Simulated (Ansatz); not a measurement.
# Sb_Al in AlN (F-43m): charge-transition levels and formation energies

Charge states of Sb_Al in AlN (F-43m), set against the band edges. Model: a cell of 54 host atoms with 1 Al taken out and 1 Sb put in.

Calculated with Ansatz 0.2.0; place-levels on r2SCAN runs: charge-transition levels and formation energies with image-charge correction and potential alignment at the atomic sites; PAW set soft_1.

## 1. The starting structure

The cell holds 54 atoms: 26 Al, 27 N and 1 Sb. Its edges and angles: a = 9.269 Å, b = 9.269 Å, c = 9.269 Å, α = 60.0°, β = 60.0°, γ = 60.0°. It derives from AlN (space group F-43m). Nearest the centre at fractional (0.333, 0.667, 0.667): Sb35 at 0.00 Å, N34 at 1.89 Å, N30 at 1.89 Å, N18 at 1.89 Å, N36 at 1.89 Å, Al23 at 3.09 Å, Al31 at 3.09 Å, Al5 at 3.09 Å.

Coordinates:

```xyz
54
Lattice="0.0000 6.5542 6.5542 6.5542 0.0000 6.5542 6.5542 6.5542 0.0000" Properties=species:S:1:pos:R:3 pbc="T T T"
Al    0.0000    0.0000    0.0000
N     1.0924    1.0924    1.0924
Al    2.1847    2.1847    0.0000
N     3.2771    3.2771    1.0924
Al    4.3695    4.3695    0.0000
N     5.4618    5.4618    1.0924
Al    2.1847    0.0000    2.1847
N     3.2771    1.0924    3.2771
Al    4.3695    2.1847    2.1847
N     5.4618    3.2771    3.2771
Al    6.5542    4.3695    2.1847
N     7.6466    5.4618    3.2771
Al    4.3695    0.0000    4.3695
N     5.4618    1.0924    5.4618
Al    6.5542    2.1847    4.3695
N     7.6466    3.2771    5.4618
Al    8.7389    4.3695    4.3695
N     9.8313    5.4618    5.4618
Al    0.0000    2.1847    2.1847
N     1.0924    3.2771    3.2771
Al    2.1847    4.3695    2.1847
N     3.2771    5.4618    3.2771
Al    4.3695    6.5542    2.1847
N     5.4618    7.6466    3.2771
Al    2.1847    2.1847    4.3695
N     3.2771    3.2771    5.4618
Al    4.3695    4.3695    4.3695
N     5.4618    5.4618    5.4618
Al    6.5542    6.5542    4.3695
N     7.6466    7.6466    5.4618
Al    4.3695    2.1847    6.5542
N     5.4618    3.2771    7.6466
Al    6.5542    4.3695    6.5542
N     7.6466    5.4618    7.6466
Sb    8.7389    6.5542    6.5542
N     9.8313    7.6466    7.6466
Al    0.0000    4.3695    4.3695
N     1.0924    5.4618    5.4618
Al    2.1847    6.5542    4.3695
N     3.2771    7.6466    5.4618
Al    4.3695    8.7389    4.3695
N     5.4618    9.8313    5.4618
Al    2.1847    4.3695    6.5542
N     3.2771    5.4618    7.6466
Al    4.3695    6.5542    6.5542
N     5.4618    7.6466    7.6466
Al    6.5542    8.7389    6.5542
N     7.6466    9.8313    7.6466
Al    4.3695    4.3695    8.7389
N     5.4618    5.4618    9.8313
Al    6.5542    6.5542    8.7389
N     7.6466    7.6466    9.8313
Al    8.7389    8.7389    8.7389
N     9.8313    9.8313    9.8313
```

The host's dielectric constants go in as inputs: 4.64 for the electrons alone, 8.51 with the ions, computed on the host (DFPT, PBEsol, on the r2SCAN cell), and a cell off the functional's own equilibrium shifts the ionic part.

The cell's shortest repeat is 9.3 Å.

## 2. What was run first

A transition level is the Fermi level at which two charge states cost the same, so each charge needs its own total energy, at its own relaxed structure.

Each atom starts 0.05 Å or so off its site in a random direction: a symmetric start keeps its symmetry, and would miss off-centre moves and Jahn–Teller distortions. Forces are taken at one point at (¼, ¼, ¼). The cell holds 1 electron more than the neutral one, with a uniform background that keeps it neutral on the whole. The electron count is odd, so at least one spin is unpaired; this run locks the moment at 1 μB.

The sampling was tested on the host first: at the k-points planned (1x1x1 shifted 0.25 0.25 0.25) its energy lies 0.045 eV an atom from the dense-mesh value, so the final energies take a denser sampling.

One of the inputs; charge, spin and start change from state to state.

File qm1_M1.relax/input.yaml:

```yaml
crystal:
  lattice:
    - [0.0, 6.55418986, 6.55418986]
    - [6.55418986, 0.0, 6.55418986]
    - [6.55418986, 6.55418986, 0.0]
  atoms:
    - { symbol: Al, position: [0.0, 0.0, 0.0] }
    - { symbol: "N", position: [0.08333333, 0.08333333, 0.08333333] }
    - { symbol: Al, position: [0.0, 0.0, 0.33333333] }
    - { symbol: "N", position: [0.08333333, 0.08333333, 0.41666667] }
    - { symbol: Al, position: [0.0, 0.0, 0.66666667] }
    - { symbol: "N", position: [0.08333333, 0.08333333, 0.75] }
    - { symbol: Al, position: [0.0, 0.33333333, 0.0] }
    - { symbol: "N", position: [0.08333333, 0.41666667, 0.08333333] }
    - { symbol: Al, position: [0.0, 0.33333333, 0.33333333] }
    - { symbol: "N", position: [0.08333333, 0.41666667, 0.41666667] }
    - { symbol: Al, position: [0.0, 0.33333333, 0.66666667] }
    - { symbol: "N", position: [0.08333333, 0.41666667, 0.75] }
    - { symbol: Al, position: [0.0, 0.66666667, 0.0] }
    - { symbol: "N", position: [0.08333333, 0.75, 0.08333333] }
    - { symbol: Al, position: [0.0, 0.66666667, 0.33333333] }
    - { symbol: "N", position: [0.08333333, 0.75, 0.41666667] }
    - { symbol: Al, position: [0.0, 0.66666667, 0.66666667] }
    - { symbol: "N", position: [0.08333333, 0.75, 0.75] }
    - { symbol: Al, position: [0.33333333, 0.0, 0.0] }
    - { symbol: "N", position: [0.41666667, 0.08333333, 0.08333333] }
    - { symbol: Al, position: [0.33333333, 0.0, 0.33333333] }
    - { symbol: "N", position: [0.41666667, 0.08333333, 0.41666667] }
    - { symbol: Al, position: [0.33333333, 0.0, 0.66666667] }
    - { symbol: "N", position: [0.41666667, 0.08333333, 0.75] }
    - { symbol: Al, position: [0.33333333, 0.33333333, 0.0] }
    - { symbol: "N", position: [0.41666667, 0.41666667, 0.08333333] }
    - { symbol: Al, position: [0.33333333, 0.33333333, 0.33333333] }
    - { symbol: "N", position: [0.41666667, 0.41666667, 0.41666667] }
    - { symbol: Al, position: [0.33333333, 0.33333333, 0.66666667] }
    - { symbol: "N", position: [0.41666667, 0.41666667, 0.75] }
    - { symbol: Al, position: [0.33333333, 0.66666667, 0.0] }
    - { symbol: "N", position: [0.41666667, 0.75, 0.08333333] }
    - { symbol: Al, position: [0.33333333, 0.66666667, 0.33333333] }
    - { symbol: "N", position: [0.41666667, 0.75, 0.41666667] }
    - { symbol: Sb, position: [0.33333333, 0.66666667, 0.66666667] }
    - { symbol: "N", position: [0.41666667, 0.75, 0.75] }
    - { symbol: Al, position: [0.66666667, 0.0, 0.0] }
    - { symbol: "N", position: [0.75, 0.08333333, 0.08333333] }
    - { symbol: Al, position: [0.66666667, 0.0, 0.33333333] }
    - { symbol: "N", position: [0.75, 0.08333333, 0.41666667] }
    - { symbol: Al, position: [0.66666667, 0.0, 0.66666667] }
    - { symbol: "N", position: [0.75, 0.08333333, 0.75] }
    - { symbol: Al, position: [0.66666667, 0.33333333, 0.0] }
    - { symbol: "N", position: [0.75, 0.41666667, 0.08333333] }
    - { symbol: Al, position: [0.66666667, 0.33333333, 0.33333333] }
    - { symbol: "N", position: [0.75, 0.41666667, 0.41666667] }
    - { symbol: Al, position: [0.66666667, 0.33333333, 0.66666667] }
    - { symbol: "N", position: [0.75, 0.41666667, 0.75] }
    - { symbol: Al, position: [0.66666667, 0.66666667, 0.0] }
    - { symbol: "N", position: [0.75, 0.75, 0.08333333] }
    - { symbol: Al, position: [0.66666667, 0.66666667, 0.33333333] }
    - { symbol: "N", position: [0.75, 0.75, 0.41666667] }
    - { symbol: Al, position: [0.66666667, 0.66666667, 0.66666667] }
    - { symbol: "N", position: [0.75, 0.75, 0.75] }
  host:
    repeats: [3, 3, 3]
    atoms:
      - { symbol: Al, position: [0.0, 0.0, 0.0] }
      - { symbol: "N", position: [0.25, 0.25, 0.25] }
total_charge: -1
basis:
  ecutwfc: 500
  xc_grid: 2
hamiltonian:
  xc: r2scan
  pseudopotentials: { kind: paw, azcp: { folder: soft_1 } }
kpoints:
  mp_grid: { grid: [1, 1, 1], shift: [0.25, 0.25, 0.25] }
magnetization:
  spin_polarized: true
  initial_magnetization: 1
  spin_locking: { lock_magnetization: hard }
scf:
  occupations: { method: fixed }
  max_iter: 100
output:
  forces: true
  charged_corrections:
    epsilon: 4.64
    static_epsilon: 8.51
    defect_position: [0.333333, 0.666667, 0.666667]
relax:
  f_tol: 0.02
  max_steps: 80
  random_displacement: { amplitude: 0.05, seed: 109 }
checkpoint:
  write: "../qm1_M1.relax.run"
  compress: false
  write_wavefunctions: true
  write_every: 100000
```

On the command line:

```
ansatz run input.yaml --threads 4 --pin off --max-ram 7536MiB --backend cpu --events-out ev --progress --plain --runs-dir out
```

The relaxed structure is kept and the sampling changed to a 2×2×2 shifted mesh.

The run of this state that the levels use, under r2SCAN:

File qm1_M1.point/input.yaml:

```yaml
crystal:
  checkpoint: "../qm1_M1.relax.run"
  host: checkpoint
total_charge: -1
basis:
  ecutwfc: 500
  xc_grid: 2
hamiltonian:
  xc: r2scan
  pseudopotentials: { kind: paw, azcp: { folder: soft_1 } }
kpoints:
  mp_grid: { grid: [2, 2, 2], shift: [0.5, 0.5, 0.5] }
magnetization:
  spin_polarized: true
  initial_magnetization: 1
  spin_locking: { lock_magnetization: hard }
scf:
  occupations: { method: fermi_dirac, width: 0.01 }
  max_iter: 100
output:
  forces: true
  eigenvalues: true
  charged_corrections:
    epsilon: 4.64
    static_epsilon: 8.51
    defect_position: [0.333333, 0.666667, 0.666667]
  eigenstates: { localisation: true }
  populations: true
  efg: {}
checkpoint:
  read: "../qm1_M1.relax.run"
  write: "../qm1_M1.point.run"
  compress: false
  write_wavefunctions: false
  write_every: 100000
```

Relaxations under r2SCAN at one point at (¼, ¼, ¼); times on 4 threads of Arm Neoverse V1, shared host:

```csv
charge,moment (μB),occupations,outcome,steps,largest displacement against the far atoms (Å),time
−1,1,fixed,converged,22,0.41,7 min
0,0,fixed,converged,8,0.36,70 s
+1,1,fixed,converged,6,0.23,2.1 min
+2,0,fixed,converged,5,0.10,47 s
```

Single points under r2SCAN at a 2×2×2 shifted mesh; times on 4 threads of Arm Neoverse V1, shared host:

```csv
charge,moment (μB),occupations,outcome,time
−1,1,fermi-dirac,converged,1.9 min
0,0,fermi-dirac,converged,48 s
+1,1,fermi-dirac,converged,1.9 min
+2,0,fermi-dirac,converged,47 s
```

Distances (Å) from Sb35 to the nearest atoms after relaxation with r2SCAN:

```csv
charge,moment (μB),1.,2.,3.,4.,5.,6.
−1,1,N 2.14,N 2.14,N 2.15,N 2.31,Al 2.78,Al 2.78
0,0,N 2.10,N 2.10,N 2.10,N 2.15,Al 2.81,Al 2.81
+1,1,N 2.05,N 2.05,N 2.05,N 2.06,Al 2.97,Al 2.98
+2,0,N 1.97,N 1.97,N 1.97,N 1.98,Al 3.15,Al 3.15
```

## 3. place-levels, r2SCAN

A charged cell interacts with its images and the background, and its potential has another zero than the host's. place-levels removes the first by a point-charge model, screened by the static dielectric constant since the ions have relaxed around the charge, and the second by comparing potentials at atoms far from the defect.

The host is a run of the defect-free crystal in the same cutoffs, grids and k-points, so that basis and sampling errors cancel in part in the differences. The host is run in a cell of 2 atoms on a matching mesh. Its band edges are searched through the zone by a band path, so the gap is smaller than, or equal to, that on the mesh. Chemical potentials are energies per atom of Al (fcc) and Sb (A7 rhombohedral), run with the same functional and cutoff.

File levels.point.yaml:

```yaml
host:
  run: host.point.run
states: [qm1_M1.point.run, q0.point.run, qp1_M1.point.run, qp2.point.run]
geometry_from:
  qm1_M1.point.run: qm1_M1.relax.run
  q0.point.run: q0.relax.run
  qp1_M1.point.run: qp1_M1.relax.run
  qp2.point.run: qp2.relax.run
  host.point.run: host.relax.run
chemical_potentials:
  Al:
    energy: -540.418346
    dataset: <sha256 of the dataset>
  Sb:
    energy: -6499.197686
    dataset: <sha256 of the dataset>
epsilon: 4.64
static_epsilon: 8.51
vertical:
  - { from: qm1_M1.point.run, to: qm1_M1.point_neutral.run }
  - { from: qp1_M1.point.run, to: qp1_M1.point_neutral.run }
  - { from: qp2.point.run, to: qp2.point_neutral.run }
```

On the command line:

```
ansatz place-levels levels.point.yaml -- --threads 4 --pin off --max-ram 7536MiB
```

Numbers of over 12 decimals in the logs are rounded to 6 here.

The program printed:

```text
[... repeated set-up lines and file paths are left out, and long positions are rounded to six places ...]
(+2/+1) 2.649 eV above the valence edge, 1.269 eV under the conduction edge
(+1/0) 3.020 eV above the valence edge, 0.898 eV under the conduction edge
(0/-1) 4.353 eV above the valence edge, in the conduction band
formation energy of charge +2: +1.952 eV with the Fermi level at the valence edge
formation energy of charge +1: +4.601 eV with the Fermi level at the valence edge
formation energy of charge 0: +7.622 eV with the Fermi level at the valence edge
formation energy of charge -1: +11.974 eV with the Fermi level at the valence edge
vertical -1 to 0: no energy, since no alignment is typed
  the change from vertical[0].from (qm1_M1.point.run) to vertical[0].to (qm1_M1.point_neutral.run): by its potential at epsilon 4.64 it stands at 0.317 0.650 0.684, with an rms radius of about 2.3 Å (1.2 1.2 1.6 Å across the planes of the cell's vectors); [...]
vertical +1 to 0: no energy, since no alignment is typed
  the change from vertical[1].from (qp1_M1.point.run) to vertical[1].to (qp1_M1.point_neutral.run): by its spins about the atoms it stands at 0.334 0.751 0.666, with an rms radius of about 2.5 Å (1.6 1.0 1.6 Å across the planes of the cell's vectors); [...]
vertical +2 to 0: no energy, since no alignment is typed
  the change from vertical[2].from (qp2.point.run) to vertical[2].to (qp2.point_neutral.run): by its potential at epsilon 4.64 it stands at 0.353 0.686 0.688, with an rms radius of about 3.5 Å (2.0 2.0 2.0 Å across the planes of the cell's vectors); [...]
  edges by r2scan, gap 3.918 eV; the host is sampled to repeats of 18.54 Å
  the defect's cells are sampled to repeats of 18.54 Å, like sampling
  charge +2: -31038.0629 eV with its correction of +1.980 eV, at epsilon 8.51, aligned at sites: +0.3982 eV, mean over 19 atomic sites at or beyond 4.63 Å from the host's site at [0.3332, 0.6666, 0.6666] by the defect at [0.3333, 0.6667, 0.6667], with [...]
  charge +1: -31028.7128 eV with its correction of +0.722 eV, at epsilon 8.51, aligned at sites: +0.4261 eV, mean over 19 atomic sites at or beyond 4.63 Å from the host's site at [0.3332, 0.6666, 0.6666] by the defect at [0.3333, 0.6667, 0.6667], with [...]
  charge 0: +0.000 eV for its dipole among its images, +0.000 omitted
  charge -1: -31007.9385 eV with its correction of -0.211 eV, at epsilon 8.51, aligned at sites: +0.5068 eV, mean over 19 atomic sites at or beyond 4.63 Å from the host's site at [0.3332, 0.6666, 0.6666] by the defect at [0.3333, 0.6667, 0.6667], with [...]
  of states[3] (qp2.point.run): it parts from the run at its places by a charge that spreads by about 2 Å along one vector (1.3 Å or more is wide), by its potential at epsilon 4.64, taken for that of held ions (one typed too small widens it), where the cell [...]
  of states[2] (qp1_M1.point.run): it parts from the run at its places by a charge that spreads by about 1.6 Å along one vector (1.3 Å or more is wide), by the spins about the atoms, where the cell does not tell a trapped carrier from a band state. [...]
  of states[1] (q0.point.run): its alignment with the host at atomic sites is doubtful: the mean over the far sites moves by +0.0959 eV from their farther parts to their nearer, more than 0.05 eV. [...]
  of states[0] (qm1_M1.point.run): it parts from the run at its places by a charge that spreads by about 1.6 Å along one vector (1.3 Å or more is wide), by its potential at epsilon 4.64, taken for that of held ions (one typed too small widens it), where the [...]
  of vertical[0].from (qm1_M1.point.run): stability_check_not_made; [...]
  of vertical[1].from (qp1_M1.point.run): stability_check_not_made; [...]
  of vertical[2].from (qp2.point.run): it parts from the run at its places by a charge that spreads by about 2 Å along one vector (1.3 Å or more is wide), by its potential at epsilon 4.64, taken for that of held ions (one typed too small widens it), where the [...]
```

Wall time 0.45 s (4 threads of Arm Neoverse V1, shared host).

[end of part 1 of 2]

[Logs are printed without paths, hosts, clocks, repeated set-up lines and the standing remarks that a program may print on its own settings, such as how far it seeks lower states.]

[Hosts, paths, dates, database ids (printed as entryN), source tags and the programs' standing remarks are cut or masked in the printed files.]

[Where a table of states has a column of steps, it counts the stored structures, which are thinned; the runs took as many ionic steps or more.]

[A defect's name tells the site on which it was built; relaxed atoms can leave that site.]

[For some hosts the program warned that the k-mesh of the response run may be too coarse for force constants and the static dielectric constant; such warnings are not shown here.]
